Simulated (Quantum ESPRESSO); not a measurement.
# BP (F-43m): a worked LO-TO splitting

Aim: work out the LO frequency and the static dielectric constant of BP (F-43m) from one linear-response run, then check them.

Main program and level: Quantum ESPRESSO 7.5; DFT LDA, scalar-relativistic, plane waves, PseudoDojo norm-conserving pseudopotentials.

## 1. The relaxed structure

Symmetry: F-43m, No. 216, cubic system. The conventional cell has a = 4.487 Å, b = 4.487 Å, c = 4.487 Å, α = 90.00°, β = 90.00°, γ = 90.00°. Nearest to B lie 4 P at 1.94 Å. P has 4 B at 1.94 Å nearest. Farther neighbours are not listed.

This is the cell after its relaxation at this level of theory, not the database cell from which that began.

## 2. What the response run gave

A linear-response run on the relaxed cell, with the response to an electric field; only its zone-centre results are used. Cutoff 76 Ry, k mesh 12×12×12.

The log of the run:

```text
[banners, grids, parts of the stress and lines that vanish by symmetry left out]
Program PHONON v.7.5
     Reading xml data from directory:

[...]
Exchange-correlation= PW
                           (   1   4   0   0   0   0   0)
[...]
kinetic-energy cut-off    =      76.0000  Ry
     charge density cut-off    =     304.0000  Ry
     convergence threshold     =      1.0E-18
[...]
Exchange-correlation= PW
                           (   1   4   0   0   0   0   0)
[...]
q = (   0.0000000   0.0000000   0.0000000 )
     25 Sym.Ops. (with q -> -q+G )
     G cutoff =  553.5892  (  13635 G-vectors)     FFT grid: ( 36, 36, 36)
     number of k points=    72
[...]
Mode symmetry, T_d (-43m)  point group:
[...]
Dielectric constant
[...]
End of electric fields calculation
          Dielectric constant in cartesian axis
          (       9.159320760       0.000000000       0.000000000 )
          (       0.000000000       9.159320760       0.000000000 )
          (       0.000000000       0.000000000       9.159320760 )
          Effective charges (d Force / dE) in cartesian axis without acoustic sum rule applied (asr)
           atom    1  B     Mean Z*:       -0.64571
      Ex  (       -0.64571        0.00000        0.00000 )
      Ey  (        0.00000       -0.64571        0.00000 )
      Ez  (        0.00000        0.00000       -0.64571 )
           atom    2  P     Mean Z*:        0.64207
      Ex  (        0.64207        0.00000        0.00000 )
      Ey  (        0.00000        0.64207        0.00000 )
      Ez  (        0.00000        0.00000        0.64207 )
          Effective charges Sum: Mean:       -0.00364
[...]
Effective charges (d Force / dE) in cartesian axis with asr applied:
           atom    1  B     Mean Z*:       -0.64389
[...]
atom    2  P     Mean Z*:        0.64389
[...]
Representation #   1 modes #   1   2   3
[...]
End of self-consistent calculation
     Convergence has been achieved
     Representation #   2 modes #   4   5   6
[...]
End of self-consistent calculation
     Convergence has been achieved
[...]
Dielectric constant in cartesian axis
          (       9.159320760       0.000000000       0.000000000 )
          (       0.000000000       9.159320760       0.000000000 )
          (       0.000000000       0.000000000       9.159320760 )
          Effective charges (d Force / dE) in cartesian axis without acoustic sum rule applied (asr)
           atom    1  B     Mean Z*:       -0.64571
      Ex  (       -0.64571        0.00000        0.00000 )
      Ey  (        0.00000       -0.64571        0.00000 )
      Ez  (        0.00000        0.00000       -0.64571 )
           atom    2  P     Mean Z*:        0.64207
      Ex  (        0.64207        0.00000        0.00000 )
      Ey  (        0.00000        0.64207        0.00000 )
      Ez  (        0.00000        0.00000        0.64207 )
          Effective charges Sum: Mean:       -0.00364
[...]
Effective charges (d Force / dE) in cartesian axis with asr applied:
           atom    1  B     Mean Z*:       -0.64389
[...]
atom    2  P     Mean Z*:        0.64389
[...]
q = (    0.000000000   0.000000000   0.000000000 )
[...]
freq (    1) =      -0.015733 [THz] =      -0.524809 [cm-1]
     freq (    2) =      -0.015733 [THz] =      -0.524809 [cm-1]
     freq (    3) =      -0.015733 [THz] =      -0.524809 [cm-1]
     freq (    4) =      24.623570 [THz] =     821.353891 [cm-1]
     freq (    5) =      24.623570 [THz] =     821.353891 [cm-1]
     freq (    6) =      24.623570 [THz] =     821.353891 [cm-1]
[...]
Mode symmetry, T_d (-43m)  point group:
     freq (   1-   3) =         -0.5  [cm-1]   --> T_2  G_15 P_4   I+R
     freq (   4-   6) =        821.4  [cm-1]   --> T_2  G_15 P_4   I+R

   JOB DONE.
```

```tsv
quantity	value
cell volume Ω (Å³)	22.582
mass of B (u)	10.810
mass of P (u)	30.974
Born charge of B, raw (e)	-0.646
Born charge of P, raw (e)	0.642
ε∞	9.159
ω(TO) after the sum rule (cm⁻¹)	821.4
```

## 3. The calculation

The charges must sum to zero over the cell; taking off their mean, -0.002 e, leaves Z* = -0.644 e on B. In the polar mode B moves against P, so the reduced mass is μ = 10.81 × 30.97 / 41.78 = 8.013 u.

A longitudinal wave builds up a field that adds to the restoring force: ω(LO)² = ω(TO)² + 4π Z*² / (μ Ω ε∞), in Hartree atomic units. With μ = 14607 electron masses and Ω = 152.39 bohr³ the second term is 2.5554e-07 Ha², or 12309 cm⁻² (1 Ha = 219474.6 cm⁻¹).

So ω(LO) = √(674616 + 12309) = 828.8 cm⁻¹, and by the Lyddane-Sachs-Teller relation ε₀ = ε∞ (ω(LO)/ω(TO))² = 9.33.

## 4. Check against the program

The analysis program adds the same non-analytic term to the full matrix, here for q along (1 0 0).

The log of the run:

```text
[banner, memory and clock lines left out]
Program DYNMAT v.7.5

     Reading Dynamical Matrix from file g.dyn
     ...Force constants read
     ...epsilon and Z* read

     Polarizability (A^3 units)
     multiply by 0.268834 for Clausius-Mossotti correction
        14.662170    0.000000    0.000000
         0.000000   14.662170    0.000000
         0.000000    0.000000   14.662170

     IR activities are in (D/A)^2/amu units

# mode   [cm-1]    [THz]      IR
    1      0.00    0.0000    0.0000
    2      0.00    0.0000    0.0000
    3      0.00    0.0000    0.0000
    4    821.35   24.6236    1.1937
    5    821.35   24.6236    1.1937
    6    828.81   24.8472    1.1937
```

ε₀ comes from the program's run without a direction of q.

```tsv
quantity	by hand	program
ω(LO) (cm⁻¹)	828.8	828.8
ε₀	9.33	9.33
```

## 5. Summary of results

| Item | Value |
| --- | --- |
| TO mode | 821.4 cm⁻¹ |
| LO mode | 828.8 cm⁻¹ |
| static dielectric constant | 9.326 |

What this shows: The LO mode of BP (F-43m) lies at 829 cm⁻¹, 7 cm⁻¹ above the TO mode; the formula meets the program within 0.1 cm⁻¹, as it must for a cubic crystal with one polar mode. ω(LO)² − ω(TO)² goes with Z*²/ε∞: an error of 5 % in ε∞ would move the LO mode by 0.4 cm⁻¹, and semilocal functionals tend to overestimate ε∞. These are harmonic values at zero temperature, at the volume of this functional, for the structure held cubic; stability elsewhere in the zone is no part of this calculation.

[Host names and launcher messages were left out of these logs when they were recorded.]

[Logs are printed without paths, hosts, clocks, repeated set-up lines and the standing remarks that a program may print on its own settings, such as how far it seeks lower states.]

[Hosts, paths, dates, database ids (printed as entryN), source tags and the programs' standing remarks are cut or masked in the printed files.]
